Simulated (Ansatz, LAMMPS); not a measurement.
## Relaxing amorphous 58HfO2-42Al2O3 (mol %) (92 atoms)

How does amorphous 58HfO2-42Al2O3 (mol %) (92 atoms) relax, and what do bonds, charges and levels look like afterwards?

Method: Kohn-Sham DFT, PBE, PAW (set soft_2), plane waves, in Ansatz 0.2.0.

Report form: the programs' logs are mostly left out.

## Step 1: The starting structure

The cell holds 92 atoms: 14 Hf, 20 Al and 58 O. Its edges and angles: a = 10.418 Å, b = 10.418 Å, c = 10.418 Å, α = 90.0°, β = 90.0°, γ = 90.0°. 92 atoms (14 Zr, 20 Al, 58 O) placed at random at 4.03 g/cm³, melted at 5000 K for 10 ps at fixed volume with the Morse and Coulomb pair potential with partial charges (Pedone, Malavasi, Menziani, Cormack and Segre, J. Phys. Chem. B 110, 11780 (2006)). Quenched from 5000 K to 300 K at 50 K/ps and fixed volume, held 5 ps, then minimised at fixed cell. Then Zr was replaced by Hf (the potential has no terms for the new elements, so the cell is a start for a DFT relaxation).

Before any run, some limits are plain. The quench rate of 50 K/ps is orders of magnitude faster than experiment, which tends to freeze in extra defects. The network of bonds at the start is that of the classical potential that made the cell. Only the Γ point is sampled in the main run, in a cell whose shortest periodic width is 10 Å. The levels lack spin–orbit coupling, which is large for the heavy elements here.

## Step 2: How the cell was made

A classical potential supplies the starting structure, since it reaches far longer times than DFT.

This step: classical MD, Morse and Coulomb pair potential with partial charges (Pedone, Malavasi, Menziani, Cormack and Segre, J. Phys. Chem. B 110, 11780 (2006)) (LAMMPS 22 Jul 2025 - Update 4).

The input, in.lmp:

```
# melt-quench of Zr14Al20O58
units metal
atom_style charge
boundary p p p
region box block 0 10.4183 0 10.4183 0 10.4183
create_box 3 box
mass 1 91.2240   # Zr
mass 2 26.9815   # Al
mass 3 15.9990   # O
create_atoms 1 random 14 40971 NULL overlap 1.5 maxtry 2000
create_atoms 2 random 20 40978 NULL overlap 1.5 maxtry 2000
create_atoms 3 random 58 40985 NULL overlap 1.5 maxtry 2000
pair_style hybrid/overlay pedone 5.5 coul/long 8.0
pair_coeff * * coul/long
pair_coeff 1 3 pedone 0.206237 2.479675 2.436997 1   # Zr-O
pair_coeff 2 3 pedone 0.361581 1.900442 2.164818 0.9   # Al-O
pair_coeff 3 3 pedone 0.042395 1.379316 3.618701 22   # O-O
set type 1 charge 2.4
set type 2 charge 1.8
set type 3 charge -1.2
kspace_style pppm 1.0e-4
neigh_modify delay 0 every 1 check yes
thermo_style custom step time temp pe press density
thermo_modify norm yes
timestep 0.002
thermo 100
min_style cg
minimize 1e-4 1e-4 200 2000
reset_timestep 0
velocity all create 5000 40972 mom yes dist gaussian
fix lim all nve/limit 0.05
fix lan all langevin 5000 5000 0.2 40973 zero yes
thermo 500
run 1000 post no
# [... 10 lines left out ...]
thermo 1250
fix md all nvt temp 300 300 0.2
run 2500 post no
unfix md
thermo 100
min_style cg
minimize 0 1e-3 2000 20000
write_dump all custom glass.dump id type xs ys zs modify sort id
```

The run is started by

```sh
$ lmp -in in.lmp -log none -nocite
```

Wall time 21 s (1 thread of Arm Neoverse V2, shared host); peak memory 0.072 GiB.

## Step 3: Single point at the start

The forces at the start show how far the geometry lies from a minimum of this functional.

The input, input.yaml:

```yaml
crystal:
  lattice:
    - [10.4183, 0.0, 0.0]
    - [0.0, 10.4183, 0.0]
    - [0.0, 0.0, 10.4183]
  atoms:
    - { symbol: Hf, position: [0.58957, 0.00939, 0.00058] }
    - { symbol: Hf, position: [0.36616, 0.66535, 0.48772] }
    - { symbol: Hf, position: [0.86573, 0.12983, 0.45824] }
    - { symbol: Hf, position: [0.85123, 0.65829, 0.35209] }
    - { symbol: Hf, position: [0.36291, 0.81495, 0.20357] }
    - { symbol: Hf, position: [0.34601, 0.88712, 0.75748] }
    - { symbol: Hf, position: [0.59927, 0.43977, 0.50563] }
    - { symbol: Hf, position: [0.54977, 0.15097, 0.64927] }
    - { symbol: Hf, position: [0.6076, 0.36507, 0.93402] }
    - { symbol: Hf, position: [0.08791, 0.42556, 0.5526] }
    - { symbol: Hf, position: [0.63512, 0.8937, 0.346] }
    - { symbol: Hf, position: [0.34481, 0.58978, 0.98381] }
    - { symbol: Hf, position: [0.3668, 0.32231, 0.34566] }
    - { symbol: Hf, position: [0.00275, 0.95848, 0.7315] }
    - { symbol: Al, position: [0.23928, 0.14009, 0.57834] }
    - { symbol: Al, position: [0.3052, 0.33576, 0.78984] }
    - { symbol: Al, position: [0.87952, 0.11509, 0.18106] }
    - { symbol: Al, position: [0.18191, 0.11932, 0.26936] }
    - { symbol: Al, position: [0.70136, 0.8789, 0.62348] }
    - { symbol: Al, position: [0.55541, 0.67049, 0.75783] }
    - { symbol: Al, position: [0.80878, 0.7668, 0.90536] }
    - { symbol: Al, position: [0.07124, 0.51739, 0.86827] }
    - { symbol: Al, position: [0.14403, 0.54576, 0.25307] }
    - { symbol: Al, position: [0.87445, 0.62138, 0.65509] }
    - { symbol: Al, position: [0.71086, 0.35614, 0.24885] }
    - { symbol: Al, position: [0.10595, 0.73975, 0.53181] }
    - { symbol: Al, position: [0.10331, 0.81032, 0.98414] }
    - { symbol: Al, position: [0.89026, 0.49996, 0.06963] }
    - { symbol: Al, position: [0.36434, 0.25136, 0.03773] }
    - { symbol: Al, position: [0.64816, 0.69386, 0.08294] }
    - { symbol: Al, position: [0.06522, 0.23598, 0.96095] }
    - { symbol: Al, position: [0.05959, 0.90291, 0.27147] }
    - { symbol: Al, position: [0.81269, 0.11444, 0.87691] }
    - { symbol: Al, position: [0.8291, 0.34591, 0.6759] }
    - { symbol: O, position: [0.76637, 0.71972, 0.74587] }
    - { symbol: O, position: [0.03509, 0.6693, 0.91754] }
    - { symbol: O, position: [0.51106, 0.59245, 0.6104] }
    - { symbol: O, position: [0.56002, 0.30789, 0.28666] }
    - { symbol: O, position: [0.17499, 0.41586, 0.36731] }
    - { symbol: O, position: [0.39123, 0.70235, 0.82416] }
    - { symbol: O, position: [0.72595, 0.49382, 0.3561] }
    - { symbol: O, position: [0.9966, 0.40371, 0.97353] }
    - { symbol: O, position: [0.99611, 0.76943, 0.65076] }
    - { symbol: O, position: [0.95376, 0.57257, 0.49873] }
    - { symbol: O, position: [0.77375, 0.09815, 0.04239] }
    - { symbol: O, position: [0.61383, 0.00812, 0.51383] }
    - { symbol: O, position: [0.52515, 0.94292, 0.18212] }
    - { symbol: O, position: [0.87592, 0.91376, 0.87379] }
    - { symbol: O, position: [0.79038, 0.00919, 0.30535] }
    - { symbol: O, position: [0.52498, 0.19604, 0.01691] }
    - { symbol: O, position: [0.70842, 0.25439, 0.56833] }
    - { symbol: O, position: [0.83055, 0.24739, 0.29032] }
    - { symbol: O, position: [0.65723, 0.0706, 0.80795] }
    - { symbol: O, position: [0.9753, 0.14296, 0.83996] }
    - { symbol: O, position: [0.46507, 0.28831, 0.5237] }
    - { symbol: O, position: [0.10632, 0.05163, 0.59771] }
    - { symbol: O, position: [0.01369, 0.79013, 0.38413] }
    - { symbol: O, position: [0.43518, 0.50298, 0.39538] }
    - { symbol: O, position: [0.19582, 0.5903, 0.56006] }
    - { symbol: O, position: [0.24168, 0.68216, 0.31706] }
    - { symbol: O, position: [0.74162, 0.77802, 0.48344] }
    - { symbol: O, position: [0.75277, 0.48954, 0.6308] }
    - { symbol: O, position: [0.23373, 0.48433, 0.84238] }
    - { symbol: O, position: [0.25736, 0.16785, 0.41607] }
    - { symbol: O, position: [0.66048, 0.8239, 0.97606] }
    - { symbol: O, position: [0.94729, 0.28538, 0.56049] }
    - { symbol: O, position: [0.21233, 0.51252, 0.11347] }
    - { symbol: O, position: [0.15676, 0.89828, 0.84093] }
    - { symbol: O, position: [0.98322, 0.48406, 0.72626] }
    - { symbol: O, position: [0.80318, 0.63406, 0.01568] }
    - { symbol: O, position: [0.54936, 0.83778, 0.69415] }
    - { symbol: O, position: [0.2166, 0.30231, 0.64921] }
    - { symbol: O, position: [0.71556, 0.74296, 0.23213] }
    - { symbol: O, position: [0.5893, 0.55638, 0.87777] }
    - { symbol: O, position: [0.73898, 0.40391, 0.09024] }
    - { symbol: O, position: [0.96728, 0.55636, 0.21755] }
    - { symbol: O, position: [0.48308, 0.67419, 0.1104] }
    - { symbol: O, position: [0.41517, 0.96821, 0.92293] }
    [... 8 atom lines left out ...]
    - { symbol: O, position: [0.47682, 0.30232, 0.7804] }
    - { symbol: O, position: [0.84194, 0.99854, 0.61433] }
    - { symbol: O, position: [0.76473, 0.29589, 0.8251] }
    - { symbol: O, position: [0.36691, 0.06863, 0.66525] }
    - { symbol: O, position: [0.29432, 0.22214, 0.18379] }
    - { symbol: O, position: [0.26461, 0.81538, 0.5815] }
kpoints:
  mp_grid: { grid: [1, 1, 1] }
hamiltonian:
  xc: pbe
scf:
  occupations: { method: fermi_dirac, width: 0.025 }
output:
  forces: true
```

The run is started by

```sh
$ ansatz run input.yaml --threads 4 --pin off --max-ram 8192MiB --backend cpu --events-out ev --progress --plain --runs-dir out
```

It took 15 s on 4 threads of Arm Neoverse V2, shared host; peak memory 1.7 GiB.

Read from the output:

- free energy: -263895.2589 eV
- free energy per atom: -2868.4267 eV/atom
- SCF cycles: 10
- r.m.s. force component: 0.5168 eV/Å
- longest force: 2.466 eV/Å
- Fermi energy: 10.06 eV

The r.m.s. force component of 0.52 eV/Å sets the starting point.

Neighbours are counted within 2.19 Å (O-Al), 2.82 Å (O-Hf).

Length of the force by element and coordination:

```csv
element,coordination,atoms,mean length of the force (eV/Å),spread,least,most
Al,all,20,0.545,0.218,0.208,0.941
Al,4,19,0.531,0.214,0.208,0.941
Al,5,1,0.813,0,0.813,0.813
Hf,all,14,1.04,0.671,0.248,2.45
Hf,6,12,1.11,0.693,0.248,2.45
Hf,7,2,0.599,0.215,0.384,0.813
O,all,58,0.746,0.476,0.140,2.47
O,2,8,1.36,0.530,0.853,2.47
O,3,49,0.658,0.382,0.198,2.02
O,4,1,0.140,0,0.140,0.140
```

## Step 4: Cell and atoms relaxed

Cell and atoms are freed together, to release stress as well as forces.

Edit input.yaml of step 3 so:

```diff
@@ -15 +15,5 @@
   forces: true
+relax:
+  f_tol: 0.04
+  max_steps: 250
+  cell: {}
```

Wall time 2.4 min (4 threads); peak memory 1.7 GiB.

The steps of the relaxation:

| step | energy less that of the first step (eV) | largest force component (eV/Å) | pressure (GPa) | volume (Å³) |
| --- | --- | --- | --- | --- |
| 1 | 0.0000 | 2.3056 | -2.45 | 1130.81 |
| 2 | -1.6113 | 0.8749 | 1.41 | 1102.01 |
| 3 | -2.1981 | 0.7459 | 0.67 | 1104.68 |
| 4 | -2.9432 | 0.3243 | 0.13 | 1101.62 |
| 5 | -3.1773 | 0.2045 | -0.09 | 1101.88 |
| 6 | -3.2678 | 0.1767 | 0.04 | 1100.35 |
| 7 | -3.2862 | 0.0397 | 0.00 | 1100.03 |
| 8* | -3.2103 | 0.0396 | -0.14 | 1100.03 |
| 9 | -3.2188 | 0.0307 | -0.01 | 1098.97 |
| 10* | -3.2187 | 0.0307 | -0.01 | 1098.97 |

Relaxation steps marked * repeat the geometry before them on a plane-wave basis chosen anew for their cell, so energy and pressure can jump there.

```
     cell as run  before   after  change
           a (Å)  10.418  10.156  -2.5 %
           b (Å)  10.418  10.409  -0.1 %
           c (Å)  10.418  10.408  -0.1 %
           α (°)   90.00   91.21  +1.3 %
           β (°)   90.00   92.01  +2.2 %
           γ (°)   90.00   88.34  -1.8 %
volume (Å³/atom)   12.29   11.95  -2.8 %
```

The atoms that moved most (Å, as changes of fractional coordinates times the final cell):

| atom | dx | dy | dz | length |
| --- | --- | --- | --- | --- |
| O67 | -0.258 | 0.271 | -0.525 | 0.644 |
| O56 | -0.360 | 0.118 | -0.189 | 0.423 |
| Hf10 | 0.082 | -0.027 | -0.351 | 0.361 |
| O36 | -0.252 | 0.184 | -0.080 | 0.323 |
| Al23 | 0.030 | 0.080 | -0.282 | 0.295 |
| O39 | -0.008 | 0.066 | -0.285 | 0.293 |
| Al22 | 0.067 | 0.047 | 0.273 | 0.285 |
| O82 | 0.236 | -0.012 | 0.154 | 0.282 |

The relaxation changed the energy by -35.0 meV/atom, and atoms moved by 0.18 Å r.m.s., 0.64 Å at most.

## Step 5: Structure statistics after relaxation

Bonds before and after, by the cutoffs listed below:

```
pair  bonds before  bonds after  mean before (Å)  mean after (Å)  spread before (Å)  spread after (Å)
O-Al            88           90            1.848           1.847              0.144             0.090
O-Hf            86           87            2.149           2.133              0.111             0.116
```

Density 5.99 g/cm³, 11.95 Å³ an atom.

g(r), total and by pair (bins of 0.2 Å):

```
r (Å)  total   O-O  O-Al  O-Hf  Al-Al  Al-Hf  Hf-Hf
 1.70   0.93  0.00  3.37  0.00   0.00   0.00   0.00
 1.90   1.71  0.00  5.95  0.42   0.00   0.00   0.00
 2.10   1.77  0.00  0.55  8.45   0.00   0.00   0.00
 2.30   0.28  0.00  0.15  1.26   0.00   0.00   0.00
 2.50   0.50  1.18  0.00  0.18   0.00   0.00   0.00
 2.70   0.94  2.12  0.15  0.07   0.89   0.00   0.00
 2.90   1.48  2.87  0.53  0.00   2.29   1.28   0.00
 3.10   1.13  1.99  0.43  0.06   2.47   1.28   0.49
 3.30   0.93  0.83  0.66  0.44   2.18   2.42   2.83
 3.50   1.01  0.67  1.11  0.56   1.43   3.58   1.09
 3.70   0.95  0.51  1.40  0.89   0.79   1.58   1.99
 3.90   1.00  0.68  1.29  1.34   0.00   0.53   3.57
 4.10   0.90  0.74  1.17  1.35   0.25   0.10   0.27
 4.30   1.06  0.63  1.63  1.28   1.54   0.51   0.25
 4.50   0.94  0.63  1.21  1.51   1.08   0.23   0.22
 4.70   1.15  1.00  1.41  1.54   0.50   0.65   0.20
 4.90   0.95  0.99  0.67  1.21   1.00   0.98   0.91
```

Bonds by pair of elements; cutoffs follow the first minimum of g(r), held within bounds set by covalent radii, and pairs that aren't listed don't count as bonded:

```csv
pair A-B,cutoff (Å),bonds,mean length (Å),spread (Å),shortest (Å),B about A,A about B
O-Al,2.48,90,1.85,0.09,1.73,1.55,4.5
O-Hf,2.82,87,2.13,0.116,1.93,1.5,6.21
```

How many atoms have how many bonded neighbours:

| element | mean | 2 | 3 | 4 | 5 | 6 | 7 |
| --- | --- | --- | --- | --- | --- | --- | --- |
| Al | 4.5 | 0 | 0 | 10 | 10 | 0 | 0 |
| Hf | 6.21 | 0 | 0 | 0 | 0 | 11 | 3 |
| O | 3.05 | 2 | 51 | 5 | 0 | 0 | 0 |

Bond angles (no mean is given where the spread exceeds 20°):

```
  angle  count  mean (°)  spread (°)
 O-Hf-O    228         -           -
 O-Al-O    160         -           -
Al-O-Hf     97       117        17.6
Al-O-Al     47       116        15.1
Hf-O-Hf     41       117        17.7
```

Oxygen atoms by the number of network formers (Si, P, Ge, B, Al, As, Ga) bound to them:

```csv
network formers bound to O,O atoms,per cent
0,5,8.6
1,25,43.1
2,20,34.5
3,7,12.1
4,1,1.7
```

Network units: each former by its oxygen neighbours and how many of them bridge to another former:

```csv
former,O neighbours,bridging O,atoms
Al,4,2,6
Al,4,3,1
Al,4,4,3
Al,5,2,2
Al,5,3,2
Al,5,4,2
Al,5,5,4
```

Bond length by coordination (bonds to H left out):

| element | coordination | atoms | mean bond length (Å) |
| --- | --- | --- | --- |
| Al | 4 | 10 | 1.79 |
| Al | 5 | 10 | 1.89 |
| Hf | 6 | 11 | 2.12 |
| Hf | 7 | 3 | 2.19 |
| O | 2 | 2 | 1.85 |
| O | 3 | 51 | 1.98 |
| O | 4 | 5 | 2.08 |

For some of the pairs, g(r) has its first main peak near 2.9 Å (O-O), 1.8 Å (O-Al), 2.1 Å (O-Hf) and 3.0 Å (Al-Al). Counting bonds as in the table, 50 % of Al atoms have 4 and as many 5, 79 % of Hf atoms have 6 and 88 % of O atoms have 3 bonded neighbours. Counting bonds to Al alone, not to Hf, 34 % of the oxygens join two of these atoms and 43 % one; 12 % join three; 2 % join four; 9 % join none. The commonest Al unit has 4 oxygens, 2 of them shared with other formers (6 of 20 atoms).

(Continued in part 2 of 3.)

[Logs are printed without paths, hosts, clocks, repeated set-up lines and the standing remarks that a program may print on its own settings, such as how far it seeks lower states.]

[Hosts, paths, dates, database ids (printed as entryN), source tags and the programs' standing remarks are cut or masked in the printed files.]
